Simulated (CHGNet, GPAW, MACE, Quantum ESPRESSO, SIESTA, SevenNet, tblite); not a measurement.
# What went wrong? GPAW on void in BiTe (58 atoms)

Program: GPAW 26.7.0, a calculation on a cell of 29 Bi and 29 Te, 37.4 Å³ an atom.

run.py reads:

```python
import numpy as np
from ase.io import read
from gpaw import GPAW, FermiDirac

atoms = read("structure.xyz")
atoms.calc = GPAW(
    mode="lcao",
    basis="tzp",
    h=0.2,
    xc="PBE",
    kpts={"size": (1, 1, 1), "gamma": True},
    occupations=FermiDirac(0.05),
    maxiter=60,
    symmetry={"point_group": False},
    txt="gpaw.txt",
)
energy = atoms.get_potential_energy(force_consistent=True)
forces = atoms.get_forces()
print(f"energy {energy:.6f} eV")
print("forces (eV/A)")
for i, (a, f) in enumerate(zip(atoms, forces)):
    print(f"{i:4d} {a.symbol:2s} {f[0]:10.5f} {f[1]:10.5f} {f[2]:10.5f}")
print(f"Fermi level {atoms.calc.get_fermi_level():.4f} eV")
for k in range(len(atoms.calc.get_ibz_k_points())):
    for s in range(atoms.calc.get_number_of_spins()):
        e = atoms.calc.get_eigenvalues(kpt=k, spin=s)
        n = np.searchsorted(e, atoms.calc.get_fermi_level())
        print(f"k {k} spin {s} levels about the Fermi level:", np.round(e[max(n - 6, 0):n], 4).tolist(), "|", np.round(e[n:n + 6], 4).tolist())
```

structure.xyz reads:

```xyz
58
Lattice="12.94000 0.00000 0.00000 0.00000 12.94000 0.00000 0.00000 0.00000 12.94000" Properties=species:S:1:pos:R:3 pbc="T T T"
Bi 0.01876 12.92111 12.89807
Te 3.25532 12.90519 12.91878
Bi 12.90933 3.23358 3.21908
Te 3.23798 3.21973 3.23681
Bi 3.23189 12.92848 3.26295
Te 0.00285 12.92926 3.21132
Bi 3.20136 3.22918 12.90467
Te 0.04335 3.23487 12.91063
Bi 0.04464 12.92900 6.45395
Te 3.24458 0.01022 6.50766
[... 44 atom lines left out ...]
Bi 9.70811 9.76362 0.05254
Te 6.44399 9.67537 12.90092
Te 9.71496 9.76025 9.70267
Bi 9.73657 6.47712 9.73023
```

Launch:

```bash
$ OMP_NUM_THREADS=1 python run.py > output.txt
```

What it wrote:

```text
FileNotFoundError: Could not find required basis set file "Bi.tzp.basis".
You need to set the GPAW_SETUP_PATH environment variable to point to
the directories where PAW dataset and basis files are stored.  See
for details.
```

gpaw.txt:

```text
Input parameters:
  mode=LCAO(),
  basis={'default': 'tzp'},
  h=0.2,
  kpts=MonkhorstPack(size=(1, 1, 1), gamma=True),
  maxiter=60,
  occupations=Occupations(name='fermi-dirac', width=0.05, fixmagmom=False),
  symmetry=Symmetry(point_group=False),
  xc=XC(name='PBE')
timing:  # [seconds]
  Total: 0.042  # ━━━━━━━━━━━━━━━━━━━━━━━━━━━━━━━━━━━━━━━━━━━━━━━━━━━━━━━━━━━
  Init:  0.011  # ━━━━━━━━━━━━━━━━
```

Run time: 1.6 s. Hardware: 1 thread of Arm Neoverse V1, shared host; peak memory 0.1 GiB.

Banners, paths, timers and routine set-up lines are dropped from the logs unmarked, and long logs keep their key lines alone; longer cuts are marked.

**Question.** Which part of the input is at fault, and how is it mended?

A basis that isn't there: basis tzp. The sound run has basis dzp.

The program stopped at the start.

[Also dropped from logs without a mark: logging warnings of Python, and SIESTA's first energy breakdown and zero terms.]

[Logs are printed without paths, hosts, clocks, repeated set-up lines and the standing remarks that a program may print on its own settings, such as how far it seeks lower states.]

[Hosts, paths, dates, database ids (printed as entryN), source tags and the programs' standing remarks are cut or masked in the printed files.]
